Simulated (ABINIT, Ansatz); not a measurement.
# How the form of the self-energy moves the gap of KCaCl3 (Pm-3m)

Wanted: the gap of KCaCl3 (Pm-3m) under several approximations, with cost.

Program: ABINIT 10.8.3. Level of theory: PBEsol and many-body steps on it, plane waves. Results are calculated unless marked as measured.

Most raw output is cut from this account.

## (1) Starting point

Symmetry: Pm-3m, No. 221, cubic system. Conventional cell: a = 5.394 Å, b = 5.394 Å, c = 5.394 Å, α = 90.00°, β = 90.00°, γ = 90.00°. Nearest to K lie 12 Cl at 3.81 Å. Ca has 6 Cl at 2.70 Å nearest. Cl has 2 Ca at 2.70 Å and 4 K at 3.81 Å nearest. Farther neighbours and most contacts between anions are not listed.

The cell and positions are those that the Materials Project relaxed with its own functionals (PBE, PBE+U or r2SCAN), kept fixed.

## (2) Empty states on the mesh, 2×2×2 mesh, 300 bands

This step: ABINIT 10.8.3; DFT, PBEsol, plane waves, norm-conserving pseudopotentials.

The sums over transitions need many empty states on a uniform mesh; this step solves for them.

File run.abi:

```
acell 3*1.0 Angstrom
rprim 
  5.393523000000 0.000000000000 0.000000000000
  0.000000000000 5.393523000000 0.000000000000
  0.000000000000 0.000000000000 5.393523000000
ntypat 3
znucl 19 20 17
natom 5
typat 1 2 3 3 3
xred 
  0.000000000000 0.000000000000 0.000000000000
  0.500000000000 0.500000000000 0.500000000000
  0.000000000000 0.500000000000 0.500000000000
  0.500000000000 0.000000000000 0.500000000000
  0.500000000000 0.500000000000 0.000000000000
pp_dirpath "pseudos"
pseudos "K.upf, Ca.upf, Cl.upf"
ecut 33
ngkpt 2 2 2
nshiftk 1
shiftk 0 0 0
kptopt 1
chksymbreak 0
iscf -2
irdden 1
istwfk *1
nband 300
nbdbuf 26
tolwfr 1e-09
nstep 60
prtvol 0
indata_prefix "in"
outdata_prefix "out"
tmpdata_prefix "tmp"
```

Launch:

```bash
> OMP_NUM_THREADS=1 mpirun -n 4 abinit run.abi > log
```

The job ended after 4 min (4 MPI ranks of Arm Neoverse N1, shared host; peak memory 0.55 GiB; 16 min of CPU time).

Numbers from this step:

- gap: 4.647 eV
- k of the valence top: 0.5, 0.5, 0.5
- k of the conduction bottom: 0, 0, 0
- least direct gap: 4.936 eV
- k points computed: 4
- lowest point of the top converged band, above the valence top: 74.1369 eV

On this mesh the gap is 4.647 eV.

The density comes from a self-consistent run that is not shown.

## (3) Screening, 2×2×2 mesh, 123 bands, screening to 114.3 eV

The RPA dielectric matrix is built and inverted for each q.

This step: RPA screening on PBEsol, plane waves, norm-conserving pseudopotentials.

run.abi, as its differences from that of step 2:

```diff
@@ -23,10 +23,11 @@
 chksymbreak 0
-iscf -2
-irdden 1
 istwfk *1
-nband 300
-nbdbuf 26
-tolwfr 1e-09
-nstep 60
-prtvol 0
+occopt 1
+irdwfk 1
+optdriver 3
+nband 123
+ecuteps 4.2
+inclvkb 2
+awtr 1
+symchi 1
 indata_prefix "in"
```

Wall time 49 s (4 MPI ranks); peak memory 1.2 GiB.

This step gave:

| Quantity | Value |
| --- | --- |
| ε∞ with local fields, on this mesh, along the program's q direction | 2.548 |
| the same without local fields | 2.996 |
| plasma frequency | 18.75 eV |
| plane waves in the screening matrix | 461 |

Local fields lower ε∞ by 15 %. On a Γ-centred mesh this coarse the value itself is usually too large, while a short band sum pulls it down.

## (4) G0W0, Godby-Needs plasmon pole

The self-energy is evaluated for the states that the input lists, and the levels follow from it, in one-shot runs by the linearised quasiparticle equation.

This step: G0W0 on PBEsol, plane waves, norm-conserving pseudopotentials.

run.abi, as its differences from that of step 3:

```diff
@@ -26,8 +26,17 @@
 irdwfk 1
-optdriver 3
+optdriver 4
 nband 123
+gwcalctyp 0
+ecutsigx 33
+symsigma 1
+nkptgw 2
+kptgw 
+  0.5000000000 0.5000000000 0.5000000000
+  0.0000000000 0.0000000000 0.0000000000
+bdgw 
+  18 24
+  18 24
 ecuteps 4.2
-inclvkb 2
-awtr 1
-symchi 1
+irdscr 1
+ppmodel 1
 indata_prefix "in"
```

The job ended after 37 s (4 MPI ranks; peak memory 1.3 GiB).

This step gave:

| Property | Result |
| --- | --- |
| G0W0 gap on the points computed | 7.069 eV |
| starting gap on the mesh | 4.647 eV |
| k of the valence top | 0.5, 0.5, 0.5 |
| k of the conduction bottom | 0, 0, 0 |
| Z at the valence top | 0.805 |
| Z at the conduction bottom | 0.869 |
| least direct G0W0 gap on the computed points | 7.37 eV |

The gap on the mesh goes from 4.65 eV to 7.07 eV, a correction of +2.42 eV.

## (5) G0W0, Hybertsen-Louie plasmon pole

run.abi, as its differences from that of step 4:

```diff
@@ -40,3 +40,3 @@
 irdscr 1
-ppmodel 1
+ppmodel 2
 indata_prefix "in"
```

It took 36 s on 4 MPI ranks; peak memory 1.3 GiB.

This step gave:

* G0W0 gap on the points computed: 7.232 eV
* starting gap on the mesh: 4.647 eV
* k of the valence top: 0.5, 0.5, 0.5
* k of the conduction bottom: 0, 0, 0
* Z at the valence top: 0.852
* Z at the conduction bottom: 0.897
* least direct G0W0 gap on the computed points: 7.533 eV

Against G0W0 in ABINIT (2×2×2 mesh, 123 bands, screening to 114.3 eV, Godby-Needs plasmon pole), the gap moves by +0.163 eV.

## (6) G0W0, von der Linden-Horsch plasmon pole

run.abi, as its differences from that of step 5:

```diff
@@ -40,3 +40,3 @@
 irdscr 1
-ppmodel 2
+ppmodel 3
 indata_prefix "in"
```

It took 19 s on 4 MPI ranks; peak memory 1.1 GiB.

This step gave:

```yaml
g0w0_gap_on_the_points_computed: 7.213 eV
starting_gap_on_the_mesh: 4.647 eV
k_of_the_valence_top: 0.5, 0.5, 0.5
k_of_the_conduction_bottom: 0, 0, 0
least_direct_g0w0_gap_on_the_computed_points: 7.523 eV
```

Against G0W0 in ABINIT (2×2×2 mesh, 123 bands, screening to 114.3 eV, Godby-Needs plasmon pole), the gap moves by +0.144 eV.

## (7) One-shot Hartree-Fock

This step: one-shot Hartree-Fock on PBEsol, plane waves, norm-conserving pseudopotentials.

run.abi, as its differences from that of step 6:

```diff
@@ -27,4 +27,4 @@
 optdriver 4
-nband 123
-gwcalctyp 0
+nband 24
+gwcalctyp 5
 ecutsigx 33
@@ -38,5 +38,4 @@
   18 24
-ecuteps 4.2
-irdscr 1
-ppmodel 3
+ixc_sigma 40
+fftgw 31
 indata_prefix "in"
```

The job ended after 6.5 s (4 MPI ranks; peak memory 1 GiB; 26 s of CPU time).

Numbers from this step:

```yaml
quasiparticle_gap_on_the_points_computed: 12.75 eV
starting_gap_on_the_mesh: 4.647 eV
k_of_the_valence_top: 0.5, 0.5, 0.5
k_of_the_conduction_bottom: 0, 0, 0
least_direct_quasiparticle_gap_on_the_computed_points: 13.06 eV
```

Against G0W0 in ABINIT (2×2×2 mesh, 123 bands, screening to 114.3 eV, Godby-Needs plasmon pole), the gap moves by +5.682 eV.

## (8) Screening, 2×2×2 mesh, 123 bands, screening to 114.3 eV

This step: RPA screening on PBEsol, plane waves, norm-conserving pseudopotentials.

run.abi, as its differences from that of step 7:

```diff
@@ -26,16 +26,14 @@
 irdwfk 1
-optdriver 4
-nband 24
-gwcalctyp 5
-ecutsigx 33
-symsigma 1
-nkptgw 2
-kptgw 
-  0.5000000000 0.5000000000 0.5000000000
-  0.0000000000 0.0000000000 0.0000000000
-bdgw 
-  18 24
-  18 24
-ixc_sigma 40
-fftgw 31
+optdriver 3
+nband 123
+ecuteps 4.2
+inclvkb 2
+awtr 1
+symchi 1
+gwcalctyp 2
+nfreqre 16
+freqremax 40 eV
+nfreqim 8
+spmeth 1
+nomegasf 120
 indata_prefix "in"
```

It took 75 s on 4 MPI ranks; peak memory 2.5 GiB.

This step gave:

```yaml
eps_infinity_with_local_fields_on_this_mesh_along_the_program_s_q_direction: 2.564
the_same_without_local_fields: 3.014
plasma_frequency: 18.75 eV
plane_waves_in_the_screening_matrix: 461
```

## (9) G0W0, contour deformation

This step: G0W0 on PBEsol, plane waves, norm-conserving pseudopotentials.

run.abi, as its differences from that of step 8:

```diff
@@ -26,14 +26,16 @@
 irdwfk 1
-optdriver 3
+optdriver 4
 nband 123
+gwcalctyp 2
+ecutsigx 33
+symsigma 1
+nkptgw 2
+kptgw 
+  0.5000000000 0.5000000000 0.5000000000
+  0.0000000000 0.0000000000 0.0000000000
+bdgw 
+  18 24
+  18 24
 ecuteps 4.2
-inclvkb 2
-awtr 1
-symchi 1
-gwcalctyp 2
-nfreqre 16
-freqremax 40 eV
-nfreqim 8
-spmeth 1
-nomegasf 120
+irdscr 1
 indata_prefix "in"
```

It took 23 s on 4 MPI ranks; peak memory 1.8 GiB; 93 s of CPU time.

This step gave:

```yaml
g0w0_gap_on_the_points_computed: 7.004 eV
starting_gap_on_the_mesh: 4.647 eV
k_of_the_valence_top: 0.5, 0.5, 0.5
k_of_the_conduction_bottom: 0, 0, 0
least_direct_g0w0_gap_on_the_computed_points: 7.311 eV
```

Against G0W0 in ABINIT (2×2×2 mesh, 123 bands, screening to 114.3 eV, Godby-Needs plasmon pole), the gap moves by −0.065 eV.

## (10) The runs together

Times are wall times on 4 MPI ranks of Arm Neoverse N1, shared host, good to a factor of about two. A run's time includes the screening step that it read.

| run | mesh | bands | screening cutoff (eV) | DFT gap (eV) | gap on the mesh (eV) | direct (eV) | ε∞ used | time |
| --- | --- | --- | --- | --- | --- | --- | --- | --- |
| G0W0, Godby-Needs plasmon pole | 2×2×2 | 123 | 114.3 | 4.647 | 7.069 | 7.370 | 2.55 | 86 s |
| G0W0, Hybertsen-Louie plasmon pole | 2×2×2 | 123 | 114.3 | 4.647 | 7.232 | 7.533 | 2.55 | 85 s |
| G0W0, von der Linden-Horsch plasmon pole | 2×2×2 | 123 | 114.3 | 4.647 | 7.213 | 7.523 | 2.55 | 68 s |
| one-shot Hartree-Fock | 2×2×2 | - | - | 4.647 | 12.751 | 13.062 | - | 6.5 s |
| G0W0, contour deformation | 2×2×2 | 123 | 114.3 | 4.647 | 7.004 | 7.311 | 2.56 | 98 s |

## (11) What came out

- G0W0, Godby-Needs plasmon pole: 7.069 eV
- G0W0, Hybertsen-Louie plasmon pole: 7.232 eV
- G0W0, von der Linden-Horsch plasmon pole: 7.213 eV
- one-shot Hartree-Fock: 12.751 eV
- G0W0, contour deformation: 7.004 eV
- known limits: not at the basis limit; coarse k mesh

**Reading.** G0W0, Hybertsen-Louie plasmon pole: +0.163 eV against G0W0, Godby-Needs plasmon pole. G0W0, von der Linden-Horsch plasmon pole: +0.144 eV against G0W0, Godby-Needs plasmon pole. One-shot Hartree-Fock: +5.682 eV against G0W0, Godby-Needs plasmon pole. G0W0, contour deformation: −0.065 eV against G0W0, Godby-Needs plasmon pole. Bare exchange alone opens the gap to 12.75 eV; against G0W0, correlation takes back 5.68 eV. Bands and cutoff are finite, so the gap is not at the basis limit. The miss can reach some tenths of an eV and take either sign; the mesh is an error of its own. In the G0W0 runs levels were corrected at 2 k points alone, so a gap called «on the mesh» is the least over those, and an edge elsewhere would be missed. The 2×2×2 mesh is coarse for this cell, which bears on the long-range parts of exchange and screening. This is the ideal cubic cell; many perovskites, halides above all, are cubic only on average, and local tilts or off-centring can widen the gap.

[Paths, hosts, dates, memory and timing lines, banners, echoed tables and standing remarks are left out of the program output.]

[Logs are printed without paths, hosts, clocks, repeated set-up lines and the standing remarks that a program may print on its own settings, such as how far it seeks lower states.]

[Runs of the session that timed out or met a known fault of the program may be left out.]

[Hosts, paths, dates, database ids (printed as entryN), source tags and the programs' standing remarks are cut or masked in the printed files.]

[G0W0 gaps are taken among the corrected bands and points alone; a level outside them can change the order at an edge.]

[Where Ansatz stands beside ABINIT at settings called matched, ABINIT's density can come from a denser mesh and the files from another edition; pairs whose starting gaps differed by over 0.03 eV were left out, so agreement reads better than it is.]
